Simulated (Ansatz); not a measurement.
## TiO2 (I4/m): band gap by G0W0 on LDA

Aim: the quasiparticle gap of TiO2 (I4/m), starting from LDA.

Program: Ansatz 0.2.0. Level of theory: LDA, then G0W0 on it, plane waves, PAW. Results are calculated unless marked as measured.

## 1. Set-up

It takes space group I4/m (No. 87, tetragonal). The conventional cell has a = 8.702 Å, b = 8.702 Å, c = 3.775 Å, α = 90.00°, β = 90.00°, γ = 90.00°. Nearest to Ti lie 6 O at 1.80 to 2.26 Å. O has 4 Ti at 1.95 to 2.26 Å nearest. Nearest to O lie 2 Ti at 1.80 to 1.81 Å. Farther neighbours and most contacts between anions are not listed.

The cell and positions are those that the Materials Project relaxed with its own functionals (PBE, PBE+U or r2SCAN), kept fixed. This is not the form that TiO2 usually takes at ambient conditions. At the settings of the band run the largest force is still 0.18 eV/Å.

The logs state that the PAW files were generated under PBE.

## 2. The LDA band structure

Levels along a band path and on the mesh show where this functional puts the band edges.

This step: DFT, LDA, plane waves, PAW; PAW set soft_1.

input.yaml reads:

```yaml
crystal:
  lattice:
    - [-4.3507577183, 4.3507577183, 1.8875555959]
    - [4.3507577183, -4.3507577183, 1.8875555959]
    - [4.3507577183, 4.3507577183, -1.8875555959]
  atoms:
    - { symbol: Ti, position: [0.2922817, 0.00285525, 0.29513695] }
    - { symbol: Ti, position: [0.00285525, 0.7077183, 0.71057354] }
    - { symbol: Ti, position: [0.99714475, 0.2922817, 0.28942646] }
    - { symbol: Ti, position: [0.7077183, 0.99714475, 0.70486305] }
    - { symbol: O, position: [0.49886382, 0.15078472, 0.64964854] }
    - { symbol: O, position: [0.16166201, 0.8403974, 0.00205942] }
    - { symbol: O, position: [0.15078471, 0.50113618, 0.65192089] }
    - { symbol: O, position: [0.15960259, 0.16166201, 0.32126461] }
    - { symbol: O, position: [0.8403974, 0.83833799, 0.67873539] }
    - { symbol: O, position: [0.84921528, 0.49886382, 0.34807911] }
    - { symbol: O, position: [0.83833799, 0.15960259, 0.99794058] }
    - { symbol: O, position: [0.50113618, 0.84921529, 0.35035146] }
kpoints:
  mp_grid: { grid: [6, 6, 6] }
  band_path:
    path:
      - [[0.0, 0.0, 0.0], [-0.5, 0.5, 0.0], [-0.5, 0.5, 0.5], [0.0, 0.0, 0.0], [-0.29705543, -0.29705543, 0.29705543]]
      - [[-0.70294457, 0.29705543, 0.70294457], [-0.5, 0.5, 0.5]]
      - [[-0.5, 0.5, 0.0], [-0.75, 0.25, 0.25], [-0.5, 0.0, 0.5], [0.0, 0.0, 0.0]]
    npoints: 10
hamiltonian:
  xc: lda
  pseudopotentials: { kind: paw, azcp: { folder: soft_1 }, xc_functional: pbe }
scf:
  occupations: { method: fermi_dirac, width: 0.02 }
  n_extra_bands: 8
output:
  eigenvalues: true
  forces: true
  stress: true
  write_density: true
  write_potential: true
  elf: true
  volumetric_format: npy
```

Launch:

```bash
$ ansatz run input.yaml --threads 3 --pin off --max-ram 92160MiB --backend cuda --events-out ev --progress --plain --runs-dir out --devices 1 --max-vram 13GiB
```

Numbers of over 12 decimals in the logs are rounded to 6 here.

The program printed:

```text
scf.n_extra_bands = 8 over 48 filled bands (N_el = 96.0): the run solves 56 bands
GPUs: using 1 of 1 available (devices: 1).
Engine: ansatz 0.2.0, x86_64-unknown-linux-gnu
Pseudopotentials: kind: paw
Pseudopotential: Ti, paw, valence charge 12, recommended cutoff 420 eV (normal), soft_1/Ti.paw.azcp
Pseudopotential: O, paw, valence charge 6, recommended cutoff 420 eV (normal), soft_1/O.paw.azcp
Functional definition: SPW92
  exchange = slater_x
  correlation = pw_c
device memory: the entry about to start is reckoned to put 5.2 GiB on a device that reports 31.8 GiB free (of which the cap on the GPU budget leaves the run 13.0 GiB)
GPU FFT provider: cuFFT
GPU libraries: cuBLAS 13.8.2, cuFFT 12.4.0, cuSOLVER 12.3.4
Crystal: 12 atoms, lattice volume = 142.919 Å³
Basis set: ecut = 420 eV, 2795 PW (Γ)
Bands: 56, of which v1, the nominal top of the filled ones, is band 48 counted from 1 (47 counted from 0)
Symmetry: 8 space group operations
Space group: I4/m (ITA 87), of the structure as read, at distance tolerance 5.2e-5 Å
k-points: 36 of 216
Non-local potential: Ti, projectors of the file, l = 0: 3, l = 1: 2, l = 2: 3, l = 3: 1
Non-local potential: O, projectors of the file, l = 0: 2, l = 1: 2, l = 2: 1
PAW form: soft (Blöchl's): semilocal exchange-correlation on the pseudo side does not see the compensation charge
PAW frozen core: Ti, regenerated for the run's functional, and the local potential with it (the file was generated under x = pbe(κ = 0.804, μ = 0.219515), c = pbe(β = 0.066725))
PAW frozen core: O, regenerated for the run's functional, and the local potential with it (the file was generated under x = pbe(κ = 0.804, μ = 0.219515), c = pbe(β = 0.066725))
PAW one-centre angular grid: Ti, 590 points (default); XC on 64 Gauss nodes
PAW one-centre angular grid: O, 110 points (default); XC on 64 Gauss nodes
Initial density: superposition of atomic densities (chi_scale 0.1, normalization cell, long waves kept (reshape's long-wave potential 0.09 eV rms))
Initial wavefunctions: pseudopotential atomic-orbital guess
GPU buffer pool allocated for 91125 grid points (all kernels)
GPU transforms: local potential and band sums: pruned to the plane-wave sphere, on 45×45×45
Functional: x = slater, c = lda
SCF iter   1: F=—  HF=-14261.280350 eV  |F-HF|=—  |Δ(HF+E_count)|=         —  Δρ=5.02e-2  dr2=4.38e0  ethr=3.10e-3  ⟨swp⟩=5.1  Hψ=6976  notcnv=0
preconditioner: auto → Resta (q_TF=auto, 2.553 Å⁻¹)  ε∞=8.2  [insulator: Δε(μ)=1.144 eV  Ē_g=9.244 eV  σ=0.020 eV  W_gap=1.00  n_scr=44 (ndim 8)  ℏωp=24.8 eV  f_vac=0.049  D(μ)=0.00/eV (n_scr^D=0)  ε∞_Penn≈8.2]
SCF iter   2: F=—  HF=-14260.674006 eV  |F-HF|=—  |Δ(HF+E_count)|=   6.06e-1  Δρ=2.97e-2  dr2=1.49e0  ethr=3.10e-3  ⟨swp⟩=2.4  Hψ=3322  notcnv=0  defer=95
SCF iter   3: F=—  HF=-14260.415211 eV  |F-HF|=—  |Δ(HF+E_count)|=   2.59e-1  Δρ=2.29e-2  dr2=9.54e-1  ethr=1.55e-3  ⟨swp⟩=2.0  Hψ=3122  notcnv=0  defer=95
SCF iter   4: F=—  HF=-14260.262502 eV  |F-HF|=—  |Δ(HF+E_count)|=   1.53e-1  Δρ=6.16e-3  dr2=8.74e-2  ethr=9.94e-4  ⟨swp⟩=2.0  Hψ=3252  notcnv=0  defer=95
SCF iter   5: F=—  HF=-14260.256883 eV  |F-HF|=—  |Δ(HF+E_count)|=   5.62e-3  Δρ=6.05e-3  dr2=6.36e-2  ethr=9.10e-5  ⟨swp⟩=2.1  Hψ=3198  notcnv=0  defer=95
SCF iter   6: F=—  HF=-14260.250996 eV  |F-HF|=—  |Δ(HF+E_count)|=   5.89e-3  Δρ=1.64e-3  dr2=6.32e-3  ethr=6.63e-5  ⟨swp⟩=2.0  Hψ=2978  notcnv=0  defer=95
SCF iter   7: F=—  HF=-14260.253061 eV  |F-HF|=—  |Δ(HF+E_count)|=   2.07e-3  Δρ=4.35e-4  dr2=4.47e-4  ethr=6.58e-6  ⟨swp⟩=2.0  Hψ=2656  notcnv=0  defer=95
SCF iter   8: F=—  HF=-14260.252820 eV  |F-HF|=—  |Δ(HF+E_count)|=   2.41e-4  Δρ=1.59e-4  dr2=5.54e-5  ethr=4.65e-7  ⟨swp⟩=2.0  Hψ=2678  notcnv=0  defer=95
SCF iter   9: F=—  HF=-14260.253392 eV  |F-HF|=—  |Δ(HF+E_count)|=   5.72e-4  Δρ=3.44e-5  dr2=1.98e-6  ethr=5.77e-8  ⟨swp⟩=2.0  Hψ=2990  notcnv=0  defer=95
SCF iter  10: F=—  HF=-14260.253392 eV  |F-HF|=—  |Δ(HF+E_count)|=   3.06e-7  Δρ=9.20e-6  dr2=1.26e-7  ethr=2.06e-9  ⟨swp⟩=2.0  Hψ=2946  notcnv=0  defer=95
SCF iter  11: F=-14260.253392 eV  HF=-14260.253392 eV  |F-HF|=2.18e-9  |Δ(HF+E_count)|=   5.06e-8  Δρ=2.71e-6  dr2=1.13e-8  ethr=1.04e-10  ⟨swp⟩=18.2  Hψ=20903  notcnv=0
SCF 1 converged in 11 iterations: F = -14260.253392 eV  dr2 = 1.13e-8
  greatest PAW one-centre occupation: 0.998 electrons in one spin orbital (limit 2), on the Ti atom at site 3 (counted from 0), in its partial waves of l = 0
device memory: the entry about to start is reckoned to put 4.1 GiB on a device that reports 37.6 GiB free (of which the cap on the GPU budget leaves the run 13.0 GiB)
NSCF: frozen V_eff on 83 k-points
SCF converged after 11 iterations
Free energy (F): -14260.253392 eV
Harris-Foulkes:  -14260.253392 eV  (|F-HF|=2.18e-9)
Internal energy: -14260.253392 eV  (E = F + TS)
E sigma→0 (E₀):  -14260.253392 eV
Fermi energy:    7.136821 eV
--- Per-component energies (eV) ---
  E_band       = -994.291207
  E_kinetic    = 2450.257696
  E_local      = -8204.986866  (includes V_loc(G=0)·N_el)
  E_nonlocal   = 681.172457
  E_hartree    = 3211.121572
  E_xc         = -1022.883021
  E_vxc        = -1303.199252  (∫ρ·V_xc dr)
  E_paw        = -5179.718004  (= ΣΔE_a)
  E_vpaw       = -1039.782794  (= ΣTr[D̂ρ^β])
  E_aug_tail   = 0.006016  (compensation charges beyond the density's cutoff)
  E_ewald      = -6197.302418
  E_core_change = 2.079174  (= ΣΔE_core)
  E_smearing   = -0.000000  (= −TS)
  E_closure    = -0.000000  (closes the sum)
  Σ components = -14260.253392   (vs F -14260.253392, Δ=0.00e0)
--- Forces (eV/Å), atoms counted from 1 ---
  atom   1  Ti     0.02464150    -0.18050781     0.00000000
  atom   2  Ti     0.18050781     0.02464150     0.00000000
  atom   3  Ti    -0.18050781    -0.02464150     0.00000000
  atom   4  Ti    -0.02464150     0.18050781     0.00000000
  atom   5  O     -0.05889503     0.00406163     0.00000000
  atom   6  O     -0.00527983    -0.06705547    -0.00000000
  atom   7  O     -0.00406163    -0.05889503     0.00000000
  atom   8  O     -0.06705547     0.00527983     0.00000000
  atom   9  O      0.06705547    -0.00527983     0.00000000
  atom  10  O      0.00406163     0.05889503     0.00000000
  atom  11  O      0.00527983     0.06705547     0.00000000
  atom  12  O      0.05889503    -0.00406163     0.00000000
  max |Σ_I F_I| component: 2.69e-17 eV/Å
--- Stress (GPa, compression-positive) ---
       -7.923110      -0.000000       0.000000
        0.000000      -7.923110       0.000000
        0.000000       0.000000      -7.389365
  P = ⅓ Tr σ = -7.7452 GPa (-77.452 kbar)
--- Band table (eV; the first three rows and the last of 36) ---
  k-point 0: bands = [... 44 lower, 5.4317, 5.4317, 5.4363, 5.6665, 7.9001, 9.3442, 9.3442, 9.4082, ... 4 higher]
  k-point 1: bands = [... 44 lower, 5.2982, 5.4002, 5.4548, 5.7261, 8.0119, 9.2654, 9.2817, 9.3963, ... 4 higher]
  k-point 2: bands = [... 44 lower, 5.2000, 5.3886, 5.4564, 5.7246, 8.3027, 9.0792, 9.1076, 9.5238, ... 4 higher]
  k-point 35: bands = [... 44 lower, 5.1343, 5.2095, 5.2095, 6.3734, 9.1711, 9.1711, 9.2219, 9.4182, ... 4 higher]
```

The job ended after 16 s (1 × NVIDIA H100 80GB HBM3 (shared by 6 runs) with 3 threads of AMD EPYC 7R13 (Zen 3), shared host; peak memory 0.98 GiB; 27 s of CPU time).

Numbers from this step:

```
pressure             : -7.745 GPa
filled bands         : 48
gap                  : 1.527 eV
valence top at       : M
conduction bottom at : Γ
least direct gap     : 2.234 eV
```

Over mesh and path the gap is 1.527 eV, from k = (-0.500, 0.500, 0.500) to k = Γ. The least direct gap found is 2.234 eV, at k = Γ. The pressure in this cell is -8 GPa; the cell is kept.

Electronic bands along the path, in eV, zero at the top of the highest nominally filled band:

| point | band 45 | band 46 | band 47 | band 48 | band 49 | band 50 | band 51 | band 52 |
| --- | --- | --- | --- | --- | --- | --- | --- | --- |
| Γ | -0.94 | -0.94 | -0.94 | -0.71 | 1.53 | 2.97 | 2.97 | 3.03 |
| halfway | -1.17 | -0.99 | -0.92 | -0.64 | 1.77 | 2.80 | 2.83 | 3.08 |
| X | -1.18 | -0.96 | -0.93 | -0.68 | 2.21 | 2.47 | 2.68 | 3.23 |
| halfway | -1.20 | -1.16 | -1.02 | -0.25 | 2.43 | 2.59 | 2.73 | 3.19 |
| M | -1.24 | -1.16 | -1.16 | 0.00 | 2.80 | 2.80 | 2.85 | 3.04 |
| halfway | -1.18 | -1.06 | -1.01 | -0.39 | 1.99 | 2.73 | 2.89 | 3.03 |
| Γ | -0.94 | -0.94 | -0.94 | -0.71 | 1.53 | 2.97 | 2.97 | 3.03 |
| halfway | -1.24 | -0.71 | -0.71 | -0.61 | 2.90 | 2.92 | 3.05 | 3.05 |
| Z | -1.00 | -0.48 | -0.48 | -0.31 | 2.57 | 3.14 | 3.14 | 3.49 |
| jump to Z0 | -1.00 | -0.48 | -0.48 | -0.31 | 2.57 | 3.14 | 3.14 | 3.49 |
| halfway | -1.13 | -0.60 | -0.60 | -0.10 | 2.73 | 2.92 | 2.92 | 3.26 |
| M | -1.24 | -1.16 | -1.16 | 0.00 | 2.80 | 2.80 | 2.85 | 3.04 |
| jump to X | -1.18 | -0.96 | -0.93 | -0.68 | 2.21 | 2.47 | 2.68 | 3.23 |
| halfway | -0.94 | -0.72 | -0.69 | -0.45 | 2.55 | 2.74 | 3.00 | 3.06 |
| P | -1.22 | -1.12 | -1.01 | -0.19 | 2.54 | 3.07 | 3.07 | 3.31 |
| halfway | -0.95 | -0.91 | -0.86 | -0.26 | 2.64 | 3.10 | 3.13 | 3.29 |
| N | -0.82 | -0.74 | -0.69 | -0.36 | 2.77 | 3.14 | 3.21 | 3.28 |
| halfway | -1.23 | -0.65 | -0.63 | -0.57 | 2.66 | 2.88 | 2.97 | 3.00 |
| Γ | -0.94 | -0.94 | -0.94 | -0.71 | 1.53 | 2.97 | 2.97 | 3.03 |

Valence density in the ab plane of the conventional cell at fractional z = 0.000, with atoms of Ti and O within 0.2 Å of it. It is the smooth field of the valence electrons, not physical close to the nuclei.

Ten even steps from '0' (0 e/Å³) to '9' (11 e/Å³), each cell a mean:
```
000001674000000278400000
000011121001100022100000
001331000013420000123200
002562000015630000146300
001441000002310000034210
521110000000000000001113
951000000000000000000027
840000000000000000000016
210000000000000000000002
000000000000000000000000
001320000000000000012200
002651000000000000036410
002441000000000000025310
000110000000000000001100
000000000000000000000000
520000000000000000000014
940000000000000000000028
830000000000000000000027
211221000001100000012112
002562000014520000146300
001552000015620000146300
000111110002210000012100
000001452000000134200000
000002895100000289400000
```
Columns run along a (8.7 Å), rows up along b (8.7 Å), edges of the conventional cell, whose origin can differ from the input's. Atoms in or near the plane, at fractional coordinates: Ti at (0.00, 0.71), Ti at (0.71, 0.00), Ti at (0.29, 0.00), Ti at (0.00, 0.29), O at (0.15, 0.50), O at (0.84, 0.84), O at (0.50, 0.85), O at (0.16, 0.84), O at (0.84, 0.16), O at (0.50, 0.15), O at (0.16, 0.16), O at (0.85, 0.50).

Electrostatic potential energy in the ab plane of the conventional cell at fractional z = 0.000, with atoms of Ti and O within 0.2 Å of it. With pseudopotentials it is smooth inside the atoms' cores, unlike the true potential.

Values in eV, 13 rows by 16 columns, each cell a mean:
```
 14  12   6 -13 -32 -28  -4   7   6   2 -24 -34 -23   2  11  13
 10  -1 -29 -21   0   3   6 -23 -30  -2   3  -2 -11 -29 -12  10
-16 -11 -26 -14  11  12  10 -12 -19   5  12  12  -3 -27 -16 -12
-36 -21   5  12  14  14  13  12  12  13  14  14  13   8  -8 -34
-28 -10   8  12  14  14  14  13  13  14  14  14  13  10   0 -23
  5   0 -13   1  13  13  14  14  14  14  13  13   7 -10  -4   5
 10 -12 -35 -17  12  13  13  14  14  14  13  13  -4 -34 -24   8
 -1   3  -2   7  13  13  14  14  14  14  14  13  10  -2   1   0
-33 -13   8  13  14  14  14  13  13  13  14  14  13  10  -6 -31
-34 -16   1   9  13  13  13  11   9  13  13  14  12   3 -10 -33
 -6 -11 -33 -21  10  11   8 -22 -28   2  11  11  -9 -33 -18  -4
 12   4 -19 -15 -10  -6   4 -17 -22   2  -1  -8 -11 -21  -4  11
 14  13   7 -18 -36 -33  -8   9  10   1 -27 -36 -26   3  12  14
```
Columns run along a (8.7 Å; values clipped at the 3rd and 97th percentile), rows up along b (8.7 Å), edges of the conventional cell, whose origin can differ from the input's. Atoms in or near the plane, at fractional coordinates: Ti at (0.00, 0.71), Ti at (0.71, 0.00), Ti at (0.29, 0.00), Ti at (0.00, 0.29), O at (0.15, 0.50), O at (0.84, 0.84), O at (0.50, 0.85), O at (0.16, 0.84), O at (0.84, 0.16), O at (0.50, 0.15), O at (0.16, 0.16), O at (0.85, 0.50).

(Part 1 of 2 ends here.)

[Paths, hosts, dates, memory and timing lines, banners, echoed tables and standing remarks are left out of the program output.]

[Logs are printed without paths, hosts, clocks, repeated set-up lines and the standing remarks that a program may print on its own settings, such as how far it seeks lower states.]

[Runs of the session that timed out or met a known fault of the program may be left out.]

[Cells called generated may have been cut or substituted from an entry of the Crystallography Open Database or the Materials Project.]

[Hosts, paths, dates, database ids (printed as entryN), source tags and the programs' standing remarks are cut or masked in the printed files.]

[Where an RPA ε∞ is given, it is that of the G0W0 mesh and is not shown converged in it. Names of k-points follow the symmetry that the program found, which can be lower than the space group named. Band edges on a path are those of the sampled points; other points can move an edge, and change direct to indirect where valleys lie close.]

[Hybrid gaps are those of their k-mesh and are not shown converged in it.]
